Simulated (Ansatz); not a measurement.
# TiPbSe3 (built on the sites of a database entry of HfPbO3): following an unstable mode, part 2 of 2

Aim: this structure of TiPbSe3 (built on the sites of a database entry of HfPbO3) is to be tested for unstable modes, and one is followed downhill.

Ansatz 0.2.0; DFT PBEsol, scalar-relativistic, plane waves, PAW.

So far, highest frequency on the path or at a solved wavevector (cm⁻¹): step 2 (response at finite wavevector) 278. Also lowest frequency on the path (cm⁻¹): step 2 -122.

The structure was built from a prototype and need not be the compound's stable phase.

### 5. Energy along the mode, all amplitudes (two of the runs are shown above)

An imaginary frequency means negative curvature, so the energy should fall and then rise again as anharmonic terms take over.

This step gave:

```
depth at the lowest point sampled  : 149.7 meV/atom
largest atomic shift at that point : 0.6 Å
```

The energy from the parent by largest atomic shift:

| largest atomic shift (Å) | energy from the parent (meV/atom) |
| --- | --- |
| 0.000 | 0 |
| 0.040 | -1.84 |
| 0.080 | -7.30 |
| 0.140 | -21.4 |
| 0.220 | -47.9 |
| 0.320 | -86.4 |
| 0.450 | -131 |
| 0.600 | -150 |

Displacement at unit largest shift by atom:

| atom | x (Å) | y (Å) | z (Å) | size |
| --- | --- | --- | --- | --- |
| Ti1 | 0.000 | 0.000 | 0.000 | 0.000 |
| Ti2 | 0.000 | 0.000 | 0.000 | 0.000 |
| Pb3 | 0.000 | 0.000 | 0.000 | 0.000 |
| Pb4 | 0.000 | 0.000 | 0.000 | 0.000 |
| Se5 | 0.000 | 0.707 | -0.707 | 1.000 |
| Se6 | 0.000 | -0.707 | 0.707 | 1.000 |
| Se7 | -0.707 | 0.000 | -0.707 | 1.000 |
| Se8 | 0.707 | 0.000 | 0.707 | 1.000 |
| Se9 | 0.707 | 0.707 | 0.000 | 1.000 |
| Se10 | -0.707 | -0.707 | 0.000 | 1.000 |

The lowest of the steps tried is the last one, at 0.6 Å, 150 meV/atom below the parent; the bottom of the well need not coincide with a step.

### 6. Relaxation from the frozen mode

Starting from the lowest point found, all atoms and the cell are let go, so that strain and other modes of the same symmetry can join in.

input.yaml

```yaml
crystal:
  lattice:
    - [4.9321777088, 4.9321777088, 0.0]
    - [4.9321777088, 0.0, 4.9321777088]
    - [4.9321777088, 0.0, -4.9321777088]
  atoms:
    - { symbol: Ti, position: [0.5, 0.25, 0.75] }
    - { symbol: Ti, position: [0.5, 0.75, 0.25] }
    - { symbol: Pb, position: [0.0, 0.5, 0.5] }
    - { symbol: Pb, position: [0.0, 0.0, 0.0] }
    - { symbol: Se, position: [0.5860196233, -0.0860196233, 0.5] }
    - { symbol: Se, position: [0.4139803767, 0.5860196233, 0.0] }
    - { symbol: Se, position: [0.0, 0.4139803767, 0.0] }
    - { symbol: Se, position: [0.0, 0.0860196233, 0.5] }
    - { symbol: Se, position: [0.5860196233, 0.0, 1.0] }
    - { symbol: Se, position: [0.4139803767, 0.5, 0.5] }
kpoints:
  mp_grid: { grid: [8, 8, 8] }
hamiltonian:
  xc: pbesol
scf:
  occupations: { method: methfessel_paxton, width: 0.2 }
output:
  forces: true
  stress: true
  eigenvalues: true
  write_density: true
  write_potential: true
  elf: true
  volumetric_format: npy
relax:
  adjacent_minimum: "off"
  f_tol: 0.002
  max_steps: 120
  cell: { stress_tol: 0.03 }
```

On the command line:

```console
ansatz run input.yaml --threads 8 --pin off --max-ram 14336MiB --backend cpu --events-out ev --progress --plain --runs-dir out
```

Numbers of over 12 decimals in the logs are rounded to 6 here.

The log of the run:

```text
[...]
Crystal: 10 atoms, lattice volume = 239.964 Å³
Basis set: ecut = 420 eV, 4645 PW (Γ), exchange–correlation on 96×96×96 points (8 copies of the dense FFT grid, shifted against one another)
Bands: 89, of which v1, the nominal top of the filled ones, is band 74 counted from 1 (73 counted from 0)
Symmetry: 12 space group operations
[...]
k-points: 65 of 512
[...]
SCF iter   1: F=—  HF=-61010.346217 eV  |F-HF|=—  |Δ(HF+E_count)|=         —  Δρ=6.06e-3  dr2=1.28e-1  ethr=1.77e-3  ⟨swp⟩=6.6  Hψ=23039  notcnv=0
[...]
SCF iter   8: F=-61010.327684 eV  HF=-61010.327684 eV  |F-HF|=3.45e-9  |Δ(HF+E_count)|=   1.23e-8  S|Δr|=    0.00e0  Δρ=1.52e-6  dr2=8.04e-9  ethr=6.76e-11  ⟨swp⟩=12.4  Hψ=37219  notcnv=0
SCF 1 converged in 8 iterations: F = -61010.327684 eV  dr2 = 8.04e-9
[...]
relax step   1: F+E_penalty+E_count = -61010.32768371 eV  Δ(F+E_penalty+E_count) = +0.000e0 eV  max|allowed force component| = 6.832e-2 eV/Å  Δτ_max = 0.0000 Å  P = -1.115 GPa  Ω = 239.964 Å³  (8 SCF iters, dr2 threshold 1.00e-7 eV, accepted)
Crystal: 10 atoms, lattice volume = 232.896 Å³
Basis set: ecut = 420 eV, 4567 PW (Γ), exchange–correlation on 96×96×96 points (8 copies of the dense FFT grid, shifted against one another)
[...]
SCF iter   7: F=-61010.457270 eV  HF=-61010.457270 eV  |F-HF|=2.29e-9  |Δ(HF+E_count)|=   1.96e-7  S|Δr|=    0.00e0  Δρ=6.77e-6  dr2=1.40e-7  ethr=6.76e-10  ⟨swp⟩=12.4  Hψ=56920  notcnv=0
SCF 2 converged in 7 iterations: F = -61010.457270 eV  dr2 = 1.40e-7
relax step   2: F+E_penalty+E_count = -61010.45726992 eV  Δ(F+E_penalty+E_count) = -1.296e-1 eV  max|allowed force component| = 2.012e-2 eV/Å  Δτ_max = 0.0015 Å  P = +0.289 GPa  Ω = 232.896 Å³  energy of the carried Pulay correction = +7.309e-4 eV  (7 SCF iters, dr2 threshold 1.00e-6 eV, accepted)
Crystal: 10 atoms, lattice volume = 233.484 Å³
Basis set: ecut = 420 eV, 4615 PW (Γ), exchange–correlation on 96×96×96 points (8 copies of the dense FFT grid, shifted against one another)
[...]
SCF iter   6: F=-61010.460644 eV  HF=-61010.460644 eV  |F-HF|=3.70e-8  |Δ(HF+E_count)|=   2.16e-7  S|Δr|=    0.00e0  Δρ=3.68e-6  dr2=6.91e-8  ethr=3.22e-10  ⟨swp⟩=10.3  Hψ=49022  notcnv=0
SCF 3 converged in 6 iterations: F = -61010.460644 eV  dr2 = 6.91e-8
  Residual-converged pass: ⟨swp⟩=1.1  Hψ=6049  notcnv=0  max |occ|·‖R‖ = 7.1e-9 eV (tolerance 1.0e-8 eV)  dr2=6.91e-8  dr2_onsite=2.45e-9  max |Δocc| = 2.5e-11
relax step   3: F+E_penalty+E_count = -61010.46064386 eV  Δ(F+E_penalty+E_count) = -3.374e-3 eV  max|allowed force component| = 3.555e-4 eV/Å  Δτ_max = 0.0102 Å  P = -0.023 GPa  Ω = 233.484 Å³  energy of the carried Pulay correction = +6.692e-4 eV  (6 SCF iters, dr2 threshold 4.77e-7 eV, accepted)
[...]
SCF iter   7: F=-61010.460048 eV  HF=-61010.460048 eV  |F-HF|=0.00e0  |Δ(HF+E_count)|=  7.28e-12  S|Δr|=    0.00e0  Δρ=3.16e-8  dr2=3.16e-12  ethr=1.00e-12  ⟨swp⟩=5.9  Hψ=23325  notcnv=0
SCF 4 converged in 7 iterations: F = -61010.460048 eV  dr2 = 3.16e-12
[...]
relax step   4: F+E_penalty+E_count = -61010.46004792 eV  Δ(F+E_penalty+E_count) = +5.959e-4 eV  max|allowed force component| = 3.534e-4 eV/Å  Δτ_max = 0.0000 Å  P = -0.024 GPa  Ω = 233.484 Å³  stress off target by 2.64e-2 GPa  SCF on the basis re-selected at this cell (its energy is not comparable with the rows above)  (7 SCF iters)
basis re-selected at this cell: Δ(F+E_penalty+E_count) = +5.959e-4 eV, ΔP = -0.000 GPa vs the last step (what re-selecting the basis moved, of the pressure what is left beyond the Pulay correction that the steps carried, after the strain that the cell walked since its last selection, with what the two solves' SCF thresholds leave and, on support functions, any second-order correction that the steps lacked; it is no m [...]
SCF converged after 7 iterations
[...]
Free energy (F): -61010.460048 eV
[...]
Internal energy: -61010.473313 eV  (E = F + TS)
E sigma→0 (E₀):  -61010.463364 eV
Entropy (-TS):   0.013265 eV (1.326 meV/atom)
Fermi energy:    9.896068 eV
[...]
--- Forces (eV/Å), atoms counted from 1 ---
  atom   1  Ti    -0.00000000     0.00000000    -0.00000000
  atom   2  Ti     0.00000000     0.00000000     0.00000000
  atom   3  Pb     0.00000000    -0.00000000     0.00000000
  atom   4  Pb     0.00000000     0.00000000    -0.00000000
  atom   5  Se     0.00000000     0.00035341    -0.00035341
  atom   6  Se    -0.00000000    -0.00035341     0.00035341
  atom   7  Se    -0.00035341    -0.00000000    -0.00035341
  atom   8  Se     0.00035341     0.00000000     0.00035341
  atom   9  Se     0.00035341     0.00035341     0.00000000
  atom  10  Se    -0.00035341    -0.00035341    -0.00000000
  max |Σ_I F_I| component: 9.27e-18 eV/Å
--- Stress (GPa, compression-positive) ---
       -0.023598      -0.002787      -0.002787
       -0.002787      -0.023598       0.002787
       -0.002787       0.002787      -0.023598
  P = ⅓ Tr σ = -0.0236 GPa (-0.236 kbar)
--- Band table (eV; the first three rows and the last of 65) ---
  k-point 0: bands = [... 70 lower, 9.2732, 9.2732, 9.4325, 9.9665, 9.9905, 9.9905, 10.3322, 10.7447, ... 11 higher]
  k-point 1: bands = [... 70 lower, 9.2939, 9.2939, 9.3592, 9.4885, 10.2198, 10.2198, 10.7008, 10.7763, ... 11 higher]
  k-point 2: bands = [... 70 lower, 9.1616, 9.2177, 9.2177, 9.3366, 10.5216, 10.5216, 10.8065, 10.8216, ... 11 higher]
  k-point 64: bands = [... 70 lower, 8.4290, 8.5575, 8.7886, 9.5316, 10.2334, 10.8762, 10.9877, 11.0718, ... 11 higher]
--- Relaxed structure (3 steps of the walk, 3 accepted, 1 SCFs on fresh bases) ---
  F+E_penalty+E_count = -61010.46004792 eV   max|allowed force component| = 3.534e-4 eV/Å   (the final SCF, on the basis selected at the relaxed cell)
  cell:  # Å, volume = 233.4843 Å³
    - [5.002381, 5.002381, 0.0]
    - [5.002381, 0.0, 5.002381]
    - [4.777622, 0.224759, -4.777622]
  atoms:
    - { symbol: Ti, position: [0.500000, 0.250000, 0.75] }
    - { symbol: Ti, position: [0.5, 0.75, 0.25] }
    - { symbol: Pb, position: [2.6020852139652106e-18, 0.5, 0.5] }
    - { symbol: Pb, position: [0, 0, 0] }
    - { symbol: Se, position: [0.587698, -0.087698, 0.5] }
    - { symbol: Se, position: [0.412302, 0.587698, -5.551115123125783e-17] }
    - { symbol: Se, position: [0.0, 0.412302, 0.0] }
    - { symbol: Se, position: [0.0, 0.087698, 0.500000] }
    - { symbol: Se, position: [0.587698, 1.6653345369377348e-16, 1.000000] }
    - { symbol: Se, position: [0.412302, 0.5, 0.5] }
```

Wall time 45 s (8 threads of Arm Neoverse V2, shared host); peak memory 1.8 GiB.

Step by step:

| step | energy less that of the first step (eV) | largest force component (eV/Å) | pressure (GPa) | volume (Å³) |
| --- | --- | --- | --- | --- |
| 1 | 0.0000 | 0.0683 | -1.11 | 239.96 |
| 2 | -0.1296 | 0.0201 | 0.29 | 232.90 |
| 3 | -0.1330 | 0.0004 | -0.02 | 233.48 |
| 4* | -0.1324 | 0.0004 | -0.02 | 233.48 |

Relaxation steps marked * repeat the geometry before them on a plane-wave basis chosen anew for their cell, so energy and pressure can jump there.

The run keeps the 12 symmetry operations that it works with, so distortions that break them were not tested.

| conventional cell, symmetrised | before | after | change |
| --- | --- | --- | --- |
| a (Å) | 6.975 | 7.074 | +1.4 % |
| b (Å) | 6.975 | 7.074 | +1.4 % |
| c (Å) | 17.086 | 16.161 | -5.4 % |
| volume (Å³/atom) | 24.00 | 23.35 | -2.7 % |

The atoms that moved most (Å, as changes of fractional coordinates times the final cell):

| atom | dx | dy | dz | length |
| --- | --- | --- | --- | --- |
| Se9 | 0.008 | 0.008 | 0.000 | 0.012 |
| Se5 | 0.000 | 0.008 | -0.008 | 0.012 |
| Se6 | 0.000 | -0.008 | 0.008 | 0.012 |
| Se7 | -0.008 | 0.000 | -0.008 | 0.012 |
| Se8 | 0.008 | 0.000 | 0.008 | 0.012 |
| Se10 | -0.008 | -0.008 | 0.000 | 0.012 |

The relaxed structure:

```xyz
10
Lattice="5.0024 5.0024 0.0000 5.0024 0.0000 5.0024 4.7776 0.2248 -4.7776" Properties=species:S:1:pos:R:3 pbc="T T T"
Ti    7.3350    2.6698   -2.3326
Ti    7.4474    2.5574    2.5574
Pb    4.8900    0.1124    0.1124
Pb    0.0000    0.0000    0.0000
Se    4.8900    3.0523   -2.8275
Se    5.0024    2.0625    2.9399
Se    2.0625    0.0000    2.0625
Se    2.8275    0.1124   -1.9501
Se    7.7175    3.1646   -4.7776
Se    6.9525    2.1749    0.1124
```

Numbers from this step:

```yaml
pressure: -0.02360 GPa
volume_per_atom: 23.35 Å³
```

Valence density in the ac plane of the conventional cell at fractional y = 0.333, with atoms of Ti and Pb and Se within 0.2 Å of it. It is the smooth field of the valence electrons, not physical close to the nuclei.

Values in e/Å³, 13 rows by 16 columns, each cell a mean:
```
 0  0  0  0  0  1  2  1  0  0  0  0  0  0  0  0
 0  0  0  0  0  2  2  1  0  1  3  2  1  0  0  0
 1  0  0  0  0  0  0  0  0  2  5  4  1  0  1  1
 1  0  0  0  0  0  0  0  0  0  0  0  0  0  1  3
 0  0  0  1  1  0  0  0  0  1  1  1  0  0  0  0
 0  0  1  9 17  3  1  0  1  2  6  5  2  0  0  0
 0  0  0  0  0  0  0  0  0  0  0  0  0  0  0  0
 2  1  0  0  0  0  0  0  0  0  0  0  0  0  2  3
 0  0  0  0  0  0  0  0  0  2  7  6  1  0  0  0
 0  0  0  0  1  2  3  1  0  0  1  1  0  0  0  0
 0  0  0  0  0  0  1  0  0  0  0  0  0  0  0  0
 5 15  4  1  0  0  0  0  0  2  5  4  1  0  0  1
 2  5  2  0  0  0  0  0  0  1  2  2  1  0  0  0
```
Columns run along a (7.1 Å), rows up along c (16.2 Å), edges of the conventional cell, whose origin can differ from the input's. Atoms in or near the plane, at fractional coordinates: Ti at (0.67, 0.83), Ti at (0.67, 0.33), Pb at (0.67, 0.58), Pb at (0.67, 0.08), Se at (0.08, 0.08), Se at (0.25, 0.58).

Electrostatic potential energy in the ac plane of the conventional cell at fractional y = 0.333, with atoms of Ti and Pb and Se within 0.2 Å of it. With pseudopotentials it is smooth inside the atoms' cores, unlike the true potential.

Ten even steps from '0' (-29 eV) to '9' (14 eV), each cell a mean:
```
99999987789999999999
99998645458999999999
99999744458765578999
99999988887300027999
79999999998410137877
45899999999877788545
46999999999999998644
89999999999999999988
99976668998643468999
99746755886002005899
99755655887101016899
99987789999865679999
79999999999999999877
45899999999999998545
46999999999765578644
89999999997300027888
99999987787410137999
99999645458877789999
99999744458999999999
99999988899999999999
76679999998643468998
57646999996002005885
56547999997101016886
87789999999865679999
```
Columns run along a (7.1 Å; values clipped at the 3rd and 97th percentile), rows up along c (16.2 Å), edges of the conventional cell, whose origin can differ from the input's. Atoms in or near the plane, at fractional coordinates: Ti at (0.67, 0.83), Ti at (0.67, 0.33), Pb at (0.67, 0.58), Pb at (0.67, 0.08), Se at (0.08, 0.08), Se at (0.25, 0.58).

ELF in the ac plane of the conventional cell at fractional y = 0.333, with atoms of Ti and Pb and Se within 0.2 Å of it. It is the smooth field of the valence electrons, not physical close to the nuclei.

Values, 13 rows by 16 columns, each cell a mean:
```
0.11 0.12 0.16 0.38 0.62 0.71 0.72 0.72 0.55 0.26 0.12 0.12 0.14 0.16 0.15 0.12
0.08 0.05 0.14 0.47 0.70 0.71 0.69 0.69 0.46 0.34 0.32 0.32 0.23 0.19 0.24 0.17
0.65 0.55 0.29 0.09 0.10 0.16 0.23 0.23 0.16 0.34 0.34 0.38 0.35 0.43 0.62 0.65
0.74 0.66 0.37 0.11 0.07 0.08 0.15 0.21 0.20 0.14 0.10 0.13 0.40 0.70 0.75 0.70
0.24 0.31 0.49 0.61 0.62 0.57 0.39 0.17 0.18 0.27 0.28 0.29 0.27 0.24 0.26 0.28
0.18 0.57 0.74 0.55 0.43 0.69 0.71 0.38 0.32 0.30 0.12 0.15 0.37 0.33 0.12 0.04
0.42 0.32 0.33 0.42 0.44 0.36 0.21 0.11 0.12 0.19 0.23 0.22 0.23 0.34 0.46 0.50
0.75 0.73 0.44 0.12 0.04 0.08 0.19 0.27 0.23 0.15 0.12 0.15 0.40 0.73 0.76 0.68
0.46 0.35 0.17 0.15 0.26 0.34 0.36 0.31 0.17 0.46 0.42 0.48 0.37 0.25 0.45 0.49
0.06 0.04 0.18 0.56 0.76 0.72 0.70 0.76 0.60 0.30 0.22 0.21 0.18 0.24 0.25 0.15
0.26 0.31 0.27 0.29 0.44 0.58 0.63 0.57 0.38 0.21 0.17 0.16 0.14 0.11 0.10 0.16
0.64 0.50 0.66 0.68 0.41 0.10 0.06 0.16 0.35 0.33 0.19 0.21 0.34 0.27 0.43 0.72
0.67 0.64 0.67 0.54 0.30 0.15 0.16 0.17 0.27 0.32 0.27 0.28 0.31 0.20 0.31 0.58
```
Columns run along a (7.1 Å), rows up along c (16.2 Å), edges of the conventional cell, whose origin can differ from the input's. Atoms in or near the plane, at fractional coordinates: Ti at (0.67, 0.83), Ti at (0.67, 0.33), Pb at (0.67, 0.58), Pb at (0.67, 0.08), Se at (0.08, 0.08), Se at (0.25, 0.58).

The distorted start has space group R-3c; the relaxation ends in R-3c.

### 7. What came out

- unstable mode of the parent: q = (-0.5, -0.5, -0.5), 118i cm⁻¹
- depth at the lowest point sampled: 150 meV/atom
- largest atomic shift at that point: 0.6 Å
- space group reached (within 0.01 Å): R-3c
- energy gained over the parent (first relaxation, on the mesh of the frozen mode): 163 meV/atom
- volume per atom, phase reached: 23.3 Å³

Along this mode the structure falls into R-3c, 163 meV/atom below the parent. At the parent's cell the well is 149.7 meV/atom deep on the steps tried, with its lowest point at a shift of 0.6 Å. That is the last step tried, so the steps alone don't bracket the bottom of the well. Relaxing atoms and cell changes the gain by +13.26 meV/atom against the lowest step (energies at zero smearing). The modes of the phase reached were not computed on this path. Of the 4 patterns followed to their end from this parent, this one ends 7.94 meV/atom above the lowest, Imma. Each path keeps the symmetry of its pattern, so a lower phase may lie along a pattern not tried. With no gap, or one that is small against the smearing, the frequencies hang on the k mesh and the smearing, most of all near Kohn anomalies. Spin-orbit coupling is left out, which can matter for the heavy elements here. The starting cell was built on a prototype and not taken from a measurement, so the phase need not exist.

[Logs are printed without paths, hosts, clocks, repeated set-up lines and the standing remarks that a program may print on its own settings, such as how far it seeks lower states.]

[Hosts, paths, dates, database ids (printed as entryN), source tags and the programs' standing remarks are cut or masked in the printed files.]
